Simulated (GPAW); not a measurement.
# Conductance along a series: segments of Zr in a Pt chain

Wanted: the trend of the zero-bias conductance over a family of junctions, segments of Zr in a Pt chain.

Main program and level: GPAW 26.7.0; GPAW LCAO, PAW setups; Landauer transmission from Green's functions with principal layers (ASE), zero bias.

## (1) Starting point

The cell holds 15 atoms: 14 Pt and 1 Zr. Cell: a = 9.000 Å, b = 9.000 Å, c = 36.029 Å, α = 90.0°, β = 90.0°, γ = 90.0°. Regions: left lead, 7 atoms (7 Pt); channel, 1 atom (1 Zr); right lead, 7 atoms (7 Pt). Vacuum lies along a and b. The structure is stacked along c, and the current runs across the ab planes.

## (2) Junction, foreign atoms 1

The structure changes from member to member while basis and functional stay, so that the trend is less open to errors of the level than any single value.

File run.py:

```python
import json
import numpy as np
from ase import Atoms
from ase.transport.calculators import TransportCalculator
from gpaw import GPAW, FermiDirac
from gpaw.lcao.tools import get_lcao_hamiltonian
from scipy.linalg import eigh

# The junction with lead layers at both ends, along the third cell vector
device = Atoms(
    ['Pt', 'Pt', 'Pt', 'Pt', 'Pt', 'Pt', 'Pt', 'Zr', 'Pt', 'Pt', 'Pt', 'Pt', 'Pt', 'Pt', 'Pt'],
    positions=[
        [4.50000, 4.50000, 1.20000],
        [4.50000, 4.50000, 3.60000],
        [4.50000, 4.50000, 6.00000],
        [4.50000, 4.50000, 8.40000],
        [4.50000, 4.50000, 10.80000],
        [4.50000, 4.50000, 13.20000],
        [4.50000, 4.50000, 15.60000],
        [4.50000, 4.50000, 18.01450],
        [4.50000, 4.50000, 20.42900],
        [4.50000, 4.50000, 22.82900],
        [4.50000, 4.50000, 25.22900],
        [4.50000, 4.50000, 27.62900],
        [4.50000, 4.50000, 30.02900],
        [4.50000, 4.50000, 32.42900],
        [4.50000, 4.50000, 34.82900]],
    cell=[[9.0, 0.0, 0.0], [0.0, 9.0, 0.0], [0.0, 0.0, 36.029]],
    pbc=True)

# One principal layer of the lead: the first 5 atoms of the device
lead = Atoms(
    ['Pt', 'Pt', 'Pt', 'Pt', 'Pt'],
    positions=[
        [4.50000, 4.50000, 1.20000],
        [4.50000, 4.50000, 3.60000],
        [4.50000, 4.50000, 6.00000],
        [4.50000, 4.50000, 8.40000],
        [4.50000, 4.50000, 10.80000]],
    cell=[[9.0, 0.0, 0.0], [0.0, 9.0, 0.0], [0.0, 0.0, 12.0]],
    pbc=True)

settings = dict(mode='lcao', basis='dzp', xc='PBE', h=0.2,
                occupations=FermiDirac(0.1), maxiter=250,
                mixer=dict(beta=0.1, nmaxold=8, weight=100.0),
                convergence=dict(density=0.0001))
energies = np.arange(-2, 2 + 1e-9, 0.05)
eta = 0.0001
n1, n2 = 1, 1
# k and -k transmit alike, so half of the mesh across the current serves
mesh = [(i, j) for i in range(n1) for j in range(n2) if (i, j) <= (-i % n1, -j % n2)]
weights = np.array([1 if (i, j) == (-i % n1, -j % n2) else 2 for i, j in mesh]) / (n1 * n2)

# [... helper functions left out ...]
fermi_lead = ground_state(lead, (1, 1, 10), 'lead.txt')
fermi_device = ground_state(device, (1, 1, 2), 'device.txt')
# [... loop over the mesh left out, but for ...]
        # Shift the lead onto the potential of the device's first layer
        shift = ((H[:, 0, 0] - H0[:, 0, 0]) / S0[0, 0]).real.mean()
# [...]
kT = 8.617333e-5 * 300
bias = [0.1, 0.2, 0.5, 1.0, 1.5, 2.0]
# [... integrals and printing left out ...]
```

Launch:

```
> OMP_NUM_THREADS=1 OPENBLAS_NUM_THREADS=1 python run.py
```

Log:

```text
basis functions: device 407, principal layer 135
Fermi level: lead -4.5367 eV, device -4.1940 eV; lead shifted by -0.0022 eV
largest coupling past the next layer 8.09e-06 eV, largest misfit of the first layer 0.229 eV
  E-E_F (eV)   T (one spin)  [channel counts left out]
    -2.000    1.3154e+00
    -1.950    1.3087e+00
    -1.900    1.3023e+00
    -1.850    1.3057e+00
    -1.800    1.2448e+00
    -1.750    1.2426e+00
    -1.700    1.2143e+00
    -1.650    1.1330e+00
    -1.600    1.4495e+00
    -1.550    1.8080e+00
    -1.500    1.8970e+00
    -1.450    1.8265e+00
    -1.400    1.7589e+00
    -1.350    1.7124e+00
    -1.300    1.6843e+00
    -1.250    1.6683e+00
[...]
1.650    9.2135e-01
     1.700    9.2380e-01
     1.750    9.2603e-01
     1.800    9.2808e-01
     1.850    9.2998e-01
     1.900    9.3174e-01
     1.950    9.3339e-01
     2.000    9.3493e-01
conductance at 300 K: 2.0133 G0 a cell; thermopower 0.7123 uV/K
current from the zero-bias T(E) at 0.1 V: 15.565 uA
current from the zero-bias T(E) at 0.2 V: 30.931 uA
current from the zero-bias T(E) at 0.5 V: 74.461 uA
current from the zero-bias T(E) at 1.0 V: 138.25 uA
current from the zero-bias T(E) at 1.5 V: 192.36 uA
current from the zero-bias T(E) at 2.0 V: 243.34 uA
```

Elapsed: 6.2 min, on 1 thread of Arm Neoverse N1, shared host; peak memory 1.4 GiB.

Numbers from this step:

```yaml
conductance: 2.013 G₀
largest_coupling_past_the_next_principal_layer: 8.09e-6 eV
largest_misfit_of_the_first_principal_layer: 0.2287 eV
shift_that_aligns_the_lead: -0.002218 eV
basis_functions_of_the_junction: 407
basis_functions_of_a_principal_layer: 135
transmission_at_the_fermi_level_one_spin: 2.027
```

One spin. Table of transmission, zone mean by energy, zero at the Fermi level:

energy (eV), transmission, zone mean and a bar from the least value:
```
    -2.00       1.32 ############
    -1.90       1.30 ###########
    -1.80       1.24 ##########
    -1.70       1.21 ##########
    -1.55       1.81 ######################
    -1.50       1.90 #######################
    -1.45       1.83 ######################
    -1.35       1.71 ####################
    -1.25       1.67 ###################
    -1.15       1.67 ###################
    -1.05       1.67 ###################
    -0.90       1.67 ###################
    -0.80       1.68 ###################
    -0.70       1.70 ###################
    -0.60       1.73 ####################
    -0.50       1.76 #####################
    -0.40       1.81 ######################
    -0.30       2.22 ##############################
    -0.25       1.89 #######################
    -0.15       1.96 #########################
    -0.05       2.02 ##########################
     0.00       2.03 ##########################
     0.05       2.01 ##########################
     0.15       1.86 #######################
     0.25       1.61 ##################
     0.40       1.35 ############
     0.50       1.22 ##########
     0.60       1.10 #######
     0.70       0.97 #####
     0.80       0.95 ####
     0.90       0.96 ####
     1.05       0.98 #####
     1.15       0.74 
     1.25       0.87 ###
     1.35       0.89 ###
     1.45       0.91 ###
     1.55       0.92 ####
     1.70       0.92 ####
     1.80       0.93 ####
     1.90       0.93 ####
     2.00       0.93 ####
```

Not self-consistent under bias; the bias window is split evenly. Current through one cell, from the zero-bias transmission against bias:

```
bias (V)  current through one cell, from the zero-bias transmission (μA)
   0.100                                                            15.6
   0.200                                                            30.9
   0.500                                                            74.5
   1.000                                                             138
   1.500                                                             192
   2.000                                                             243
```

Table of transmission of the three most open eigenchannels by energy, zero at the Fermi level:

```
energy (eV)  channel 1  channel 2  channel 3
      -2.00      0.669      0.323      0.323
      -1.85      0.672      0.317      0.317
      -1.70      0.589      0.313      0.313
      -1.60      0.825      0.312      0.312
      -1.45      0.934      0.316      0.316
      -1.30      0.870      0.323      0.323
      -1.15      0.852      0.329      0.329
      -1.05      0.850      0.332      0.332
      -0.90      0.856      0.335      0.335
      -0.75      0.867      0.338      0.338
      -0.60      0.878      0.347      0.347
      -0.50      0.885      0.360      0.360
      -0.35      0.899      0.386      0.386
      -0.20      0.919      0.416      0.416
      -0.05      0.942      0.429      0.429
       0.00      0.947      0.425      0.425
       0.05      0.949      0.415      0.415
       0.20      0.934      0.351      0.351
       0.35      0.920      0.250      0.250
       0.50      0.926      0.145      0.145
       0.60      0.931     0.0819     0.0819
       0.75      0.942     9.8e-7     5.6e-9
       0.90      0.961     9.8e-7    1.2e-11
       1.05      0.979     9.1e-7          0
       1.15      0.743     1.1e-6          0
       1.30      0.884     1.1e-6          0
       1.45      0.908     1.1e-6          0
       1.60      0.919     1.1e-6          0
       1.70      0.924     1.1e-6    3.4e-12
       1.85      0.930     1.1e-6          0
       2.00      0.935     1.1e-6          0
```

Couplings past the next layer reach 8.1e-6 eV, small enough to drop; the matrix elements of the cell's first layer differ from the bulk lead's by up to 0.23 eV. That layer keeps its own values in the calculation, and only beyond it is the lead taken as perfect. The Fermi levels of lead and junction count from different zeros of potential, one for each periodic cell; with both set to zero, the small remaining shift is what aligns them. Without spin-orbit coupling, which is large for these atoms, channel counts and T are those of the scalar-relativistic bands. By hand: G = 2.013 × 77.48 μS = 156 μS, a resistance of 6.41 kΩ; at 0.1 V a linear junction would pass 15.6 μA, and the integral over the bias window gives 15.6 μA.

## (3) Member of the series, 16 atoms: segment atoms = 2

System of this step: 2 Zr atoms in a Pt chain. The cell holds 16 atoms: 14 Pt and 2 Zr. Cell: a = 9.000 Å, b = 9.000 Å, c = 38.629 Å, α = 90.0°, β = 90.0°, γ = 90.0°. Regions: left lead, 7 atoms (7 Pt); channel, 2 atoms (2 Zr); right lead, 7 atoms (7 Pt). Vacuum lies along a and b. The structure is stacked along c, and the current runs across the ab planes.

Edit run.py of step 2 so:

```diff
@@ -10,3 +10,3 @@
 device = Atoms(
-    ['Pt', 'Pt', 'Pt', 'Pt', 'Pt', 'Pt', 'Pt', 'Zr', 'Pt', 'Pt', 'Pt', 'Pt', 'Pt', 'Pt', 'Pt'],
+    ['Pt', 'Pt', 'Pt', 'Pt', 'Pt', 'Pt', 'Pt', 'Zr', 'Zr', 'Pt', 'Pt', 'Pt', 'Pt', 'Pt', 'Pt', 'Pt'],
     positions=[
@@ -20,10 +20,11 @@
         [4.50000, 4.50000, 18.01450],
-        [4.50000, 4.50000, 20.42900],
-        [4.50000, 4.50000, 22.82900],
-        [4.50000, 4.50000, 25.22900],
-        [4.50000, 4.50000, 27.62900],
-        [4.50000, 4.50000, 30.02900],
-        [4.50000, 4.50000, 32.42900],
-        [4.50000, 4.50000, 34.82900]],
-    cell=[[9.0, 0.0, 0.0], [0.0, 9.0, 0.0], [0.0, 0.0, 36.029]],
+        [4.50000, 4.50000, 20.61450],
+        [4.50000, 4.50000, 23.02900],
+        [4.50000, 4.50000, 25.42900],
+        [4.50000, 4.50000, 27.82900],
+        [4.50000, 4.50000, 30.22900],
+        [4.50000, 4.50000, 32.62900],
+        [4.50000, 4.50000, 35.02900],
+        [4.50000, 4.50000, 37.42900]],
+    cell=[[9.0, 0.0, 0.0], [0.0, 9.0, 0.0], [0.0, 0.0, 38.629]],
     pbc=True)
```

Log:

```text
basis functions: device 436, principal layer 135
Fermi level: lead -4.5367 eV, device -4.0688 eV; lead shifted by 0.0129 eV
largest coupling past the next layer 8.09e-06 eV, largest misfit of the first layer 0.156 eV
  E-E_F (eV)   T (one spin)  [channel counts left out]
    -2.000    6.2226e-01
    -1.950    6.6368e-01
    -1.900    7.2866e-01
    -1.850    8.6838e-01
    -1.800    1.1439e+00
    -1.750    2.6913e-01
    -1.700    3.8298e-01
    -1.650    9.2736e-01
    -1.600    7.1112e-01
    -1.550    1.7015e+00
    -1.500    9.9600e-01
    -1.450    1.0125e+00
    -1.400    1.0397e+00
    -1.350    1.0784e+00
    -1.300    1.1248e+00
    -1.250    1.1759e+00
[...]
1.650    4.8051e-01
     1.700    2.0185e-02
     1.750    2.6298e-01
     1.800    6.0789e-01
     1.850    7.6315e-01
     1.900    8.3513e-01
     1.950    8.7286e-01
     2.000    8.9465e-01
conductance at 300 K: 3.2737 G0 a cell; thermopower 3.021 uV/K
current from the zero-bias T(E) at 0.1 V: 25.306 uA
current from the zero-bias T(E) at 0.2 V: 50.256 uA
current from the zero-bias T(E) at 0.5 V: 119.25 uA
current from the zero-bias T(E) at 1.0 V: 207.26 uA
current from the zero-bias T(E) at 1.5 V: 271.46 uA
current from the zero-bias T(E) at 2.0 V: 322.09 uA
```

Run time: 4.7 min. Hardware: 1 thread; peak memory 1.5 GiB.

This step gave:

| Item | Value |
| --- | --- |
| conductance | 3.274 G₀ |
| thermopower | 3.021 μV/K |
| largest misfit of the first principal layer | 0.1560 eV |
| shift that aligns the lead | 0.01289 eV |
| basis functions of the junction | 436 |
| transmission at the Fermi level (one spin) | 3.297 |

One spin. The transmission, zone mean by energy, zero at the Fermi level:

energy (eV), transmission, zone mean and a bar:
```
    -2.00       0.62 #####
    -1.85       0.87 ########
    -1.80       1.14 ##########
    -1.70       0.38 ###
    -1.60       0.71 ######
    -1.55       1.70 ###############
    -1.45       1.01 #########
    -1.30       1.12 ##########
    -1.15       1.29 ###########
    -1.05       1.40 ############
    -0.90       1.61 ##############
    -0.75       1.89 #################
    -0.60       2.23 ####################
    -0.50       2.50 ######################
    -0.35       2.93 ##########################
    -0.20       3.24 #############################
    -0.10       3.34 ##############################
    -0.05       3.34 ##############################
     0.00       3.30 ##############################
     0.05       3.21 #############################
     0.20       2.60 #######################
     0.35       1.61 ##############
     0.50       1.41 #############
     0.60       1.15 ##########
     0.75       0.92 ########
     0.90       0.95 ########
     1.05       0.97 #########
     1.15       0.97 #########
     1.30       0.97 #########
     1.45       0.95 ########
     1.60       0.77 #######
     1.70       0.02 
     1.85       0.76 #######
     2.00       0.89 ########
```

Not self-consistent under bias; the bias window is split evenly. Table of current through one cell, from the zero-bias transmission by bias:

```
bias (V)  current through one cell, from the zero-bias transmission (μA)
   0.100                                                            25.3
   0.200                                                            50.3
   0.500                                                             119
   1.000                                                             207
   1.500                                                             271
   2.000                                                             322
```

The transmission of the three most open eigenchannels by energy, zero at the Fermi level:

```
energy (eV)  channel 1  channel 2  channel 3
      -2.00      0.463     0.0794     0.0794
      -1.85      0.685     0.0919     0.0919
      -1.70      0.167      0.108      0.108
      -1.60      0.469      0.121      0.121
      -1.45      0.688      0.146      0.146
      -1.30      0.733      0.179      0.179
      -1.15      0.798      0.223      0.223
      -1.05      0.835      0.259      0.259
      -0.90      0.887      0.331      0.331
      -0.75      0.936      0.431      0.431
      -0.60      0.975      0.567      0.567
      -0.50      0.992      0.677      0.677
      -0.35      0.995      0.844      0.844
      -0.20      0.962      0.962      0.948
      -0.05      0.998      0.998      0.817
       0.00      0.992      0.992      0.755
       0.05      0.976      0.976      0.689
       0.20      0.869      0.869      0.445
       0.35      0.642      0.642      0.322
       0.50      0.762      0.326      0.326
       0.60      0.859      0.147      0.147
       0.75      0.923     5.5e-7     3.5e-8
       0.90      0.952     5.6e-7    6.2e-12
       1.05      0.966     5.6e-7          0
       1.15      0.970     5.6e-7          0
       1.30      0.970     5.6e-7          0
       1.45      0.948     5.7e-7          0
       1.60      0.770     5.8e-7          0
       1.70     0.0202     6.9e-7          0
       1.85      0.763     5.6e-7          0
       2.00      0.895     5.7e-7          0
```

The conductance, 3.27 G₀, lies 63 % above that of the member before.

## (4) Junction, 17 atoms: segment atoms = 3

System of this step: 3 Zr atoms in a Pt chain. The cell holds 17 atoms: 14 Pt and 3 Zr. Cell: a = 9.000 Å, b = 9.000 Å, c = 41.229 Å, α = 90.0°, β = 90.0°, γ = 90.0°. Regions: left lead, 7 atoms (7 Pt); channel, 3 atoms (3 Zr); right lead, 7 atoms (7 Pt). Vacuum lies along a and b. The structure is stacked along c, and the current runs across the ab planes.

Edit run.py of step 3 so:

```diff
@@ -10,3 +10,3 @@
 device = Atoms(
-    ['Pt', 'Pt', 'Pt', 'Pt', 'Pt', 'Pt', 'Pt', 'Zr', 'Zr', 'Pt', 'Pt', 'Pt', 'Pt', 'Pt', 'Pt', 'Pt'],
+    ['Pt', 'Pt', 'Pt', 'Pt', 'Pt', 'Pt', 'Pt', 'Zr', 'Zr', 'Zr', 'Pt', 'Pt', 'Pt', 'Pt', 'Pt', 'Pt', 'Pt'],
     positions=[
@@ -21,10 +21,11 @@
         [4.50000, 4.50000, 20.61450],
-        [4.50000, 4.50000, 23.02900],
-        [4.50000, 4.50000, 25.42900],
-        [4.50000, 4.50000, 27.82900],
-        [4.50000, 4.50000, 30.22900],
-        [4.50000, 4.50000, 32.62900],
-        [4.50000, 4.50000, 35.02900],
-        [4.50000, 4.50000, 37.42900]],
-    cell=[[9.0, 0.0, 0.0], [0.0, 9.0, 0.0], [0.0, 0.0, 38.629]],
+        [4.50000, 4.50000, 23.21450],
+        [4.50000, 4.50000, 25.62900],
+        [4.50000, 4.50000, 28.02900],
+        [4.50000, 4.50000, 30.42900],
+        [4.50000, 4.50000, 32.82900],
+        [4.50000, 4.50000, 35.22900],
+        [4.50000, 4.50000, 37.62900],
+        [4.50000, 4.50000, 40.02900]],
+    cell=[[9.0, 0.0, 0.0], [0.0, 9.0, 0.0], [0.0, 0.0, 41.229]],
     pbc=True)
```

Log:

```text
basis functions: device 465, principal layer 135
Fermi level: lead -4.5367 eV, device -3.8806 eV; lead shifted by 0.0010 eV
largest coupling past the next layer 8.09e-06 eV, largest misfit of the first layer 0.170 eV
  E-E_F (eV)   T (one spin)  [channel counts left out]
    -2.000    7.0307e-01
    -1.950    8.9715e-01
    -1.900    1.0353e+00
[...]
1.950    5.3728e-01
     2.000    7.2408e-01
conductance at 300 K: 2.1806 G0 a cell; thermopower 0.2653 uV/K
current from the zero-bias T(E) at 0.1 V: 16.867 uA
current from the zero-bias T(E) at 0.2 V: 33.565 uA
current from the zero-bias T(E) at 0.5 V: 80.538 uA
current from the zero-bias T(E) at 1.0 V: 141.92 uA
current from the zero-bias T(E) at 1.5 V: 202.29 uA
current from the zero-bias T(E) at 2.0 V: 265.94 uA
```

Run time: 5.8 min. Hardware: 1 thread; peak memory 1.6 GiB.

The conductance, 2.18 G₀, lies 33 % below that of the member before.

## (5) Member of the series, 18 atoms: segment atoms = 4

System of this step: 4 Zr atoms in a Pt chain. The cell holds 18 atoms: 14 Pt and 4 Zr. Its edges and angles: a = 9.000 Å, b = 9.000 Å, c = 43.829 Å, α = 90.0°, β = 90.0°, γ = 90.0°. Regions: left lead, 7 atoms (7 Pt); channel, 4 atoms (4 Zr); right lead, 7 atoms (7 Pt). Vacuum lies along a and b. The structure is stacked along c, and the current runs across the ab planes.

Edit run.py of step 4 so:

```diff
@@ -10,3 +10,3 @@
 device = Atoms(
-    ['Pt', 'Pt', 'Pt', 'Pt', 'Pt', 'Pt', 'Pt', 'Zr', 'Zr', 'Zr', 'Pt', 'Pt', 'Pt', 'Pt', 'Pt', 'Pt', 'Pt'],
+    ['Pt', 'Pt', 'Pt', 'Pt', 'Pt', 'Pt', 'Pt', 'Zr', 'Zr', 'Zr', 'Zr', 'Pt', 'Pt', 'Pt', 'Pt', 'Pt', 'Pt', 'Pt'],
     positions=[
@@ -22,10 +22,11 @@
         [4.50000, 4.50000, 23.21450],
-        [4.50000, 4.50000, 25.62900],
-        [4.50000, 4.50000, 28.02900],
-        [4.50000, 4.50000, 30.42900],
-        [4.50000, 4.50000, 32.82900],
-        [4.50000, 4.50000, 35.22900],
-        [4.50000, 4.50000, 37.62900],
-        [4.50000, 4.50000, 40.02900]],
-    cell=[[9.0, 0.0, 0.0], [0.0, 9.0, 0.0], [0.0, 0.0, 41.229]],
+        [4.50000, 4.50000, 25.81450],
+        [4.50000, 4.50000, 28.22900],
+        [4.50000, 4.50000, 30.62900],
+        [4.50000, 4.50000, 33.02900],
+        [4.50000, 4.50000, 35.42900],
+        [4.50000, 4.50000, 37.82900],
+        [4.50000, 4.50000, 40.22900],
+        [4.50000, 4.50000, 42.62900]],
+    cell=[[9.0, 0.0, 0.0], [0.0, 9.0, 0.0], [0.0, 0.0, 43.829]],
     pbc=True)
```

Log:

```text
basis functions: device 494, principal layer 135
Fermi level: lead -4.5367 eV, device -3.7844 eV; lead shifted by 0.0056 eV
largest coupling past the next layer 8.09e-06 eV, largest misfit of the first layer 0.164 eV
  E-E_F (eV)   T (one spin)  [channel counts left out]
    -2.000    9.3630e-01
    -1.950    1.0048e+00
    -1.900    8.4274e-01
[...]
1.950    9.2199e-02
     2.000    3.7108e-01
conductance at 300 K: 3.0524 G0 a cell; thermopower 1.498 uV/K
current from the zero-bias T(E) at 0.1 V: 23.546 uA
current from the zero-bias T(E) at 0.2 V: 46.478 uA
current from the zero-bias T(E) at 0.5 V: 106.32 uA
current from the zero-bias T(E) at 1.0 V: 170.12 uA
current from the zero-bias T(E) at 1.5 V: 210.25 uA
current from the zero-bias T(E) at 2.0 V: 246.35 uA
```

Elapsed: 7.2 min, on 1 thread; peak memory 1.7 GiB.

The conductance, 3.05 G₀, lies 40 % above that of the member before.

(Part 1 of 2 ends here.)

[Logs are printed without paths, hosts, clocks, repeated set-up lines and the standing remarks that a program may print on its own settings, such as how far it seeks lower states.]

[Hosts, paths, dates, database ids (printed as entryN), source tags and the programs' standing remarks are cut or masked in the printed files.]
